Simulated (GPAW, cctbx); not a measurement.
# By hand: from a DFT structure factor to an extinction distance in Zn2PBr

Zn2PBr, R-3m (no. 166), a = 3.7924 Å, b = 3.7924 Å, c = 19.0382 Å, α = 90.00°, β = 90.00°, γ = 120.00°.

| atom | mult. | x | y | z |
| --- | --- | --- | --- | --- |
| Br1 | 3 | 0 | 0 | 0 |
| Zn1 | 6 | 2/3 | 1/3 | 0.1058 |
| P1 | 3 | 1/3 | 2/3 | 1/6 |

The start was made by putting kin elements into a known structure type; the compound need not exist, or be stable, in this form.

A DFT run (GPAW, PBE, 450 eV, 7×7×7 k-points, Fermi–Dirac width 0.1 eV) gives the static X-ray structure factor of 006 as 22.368 e for the conventional cell; superposed free atoms give 20.972 e. **Problem.** Find the Fourier component V of the crystal potential and the two-beam extinction distance at 80 kV in both cases.

**1. Geometry**

The cell volume is Ω = 237.13 Å³ and d(006) = 3.1730 Å, so g = 1/d = 0.3152 Å⁻¹.

**2. The nuclei**

Electrons feel nuclei as well as electrons, so the nuclear charges are summed with the same phases.

Phase sums Σ exp(2πi h·x), turned so that the total is real and positive: Br +3.000, Zn -3.971, P +3.000. Then F_Z = 35 × (+3.000) + 30 × (-3.971) + 15 × (+3.000) = 30.87 e. The electron term has the same sign for this reflection.

**3. Mott–Bethe**

Poisson's equation, term by term, gives V = (e/4πε₀)(F_Z − F)/(πΩg²), with e/4πε₀ = 14.3996 V Å.

The prefactor is 14.3996 × 3.1730²/(π × 237.13) = 0.19461 V per electron. Free atoms: (30.87 − 20.972) × 0.19461 = 1.925 V. Crystal: (30.87 − 22.368) × 0.19461 = 1.654 V. F changes by +6.66 % and V by -14.1 %: the same 1.40 e is measured against F_Z − F = 9.9 e in place of F = 21.0 e.

**4. Extinction distance**

In the two-beam case ξ = 1/(λU) with U = 2γm₀eV/h², that is ξ = 150.41 V Å²/(γλV).

At 80 kV, λ = 0.04176 Å and γ = 1.1566. Free atoms: ξ = 1618 Å. Crystal: ξ = 1883 Å. The thickness fringes go as sin²(πt/ξ), so the two patterns slip by a quarter of a period when t|1/ξ₁ − 1/ξ₀| = 1/4, at t ≈ 287 nm. Thermal motion, absorption and many-beam coupling, left out here, change a real pattern.

**5. Answer**

V(006) is 1.65 V against 1.93 V, and ξ is 1883 against 1618 Å. Limits: static atoms, two beams.
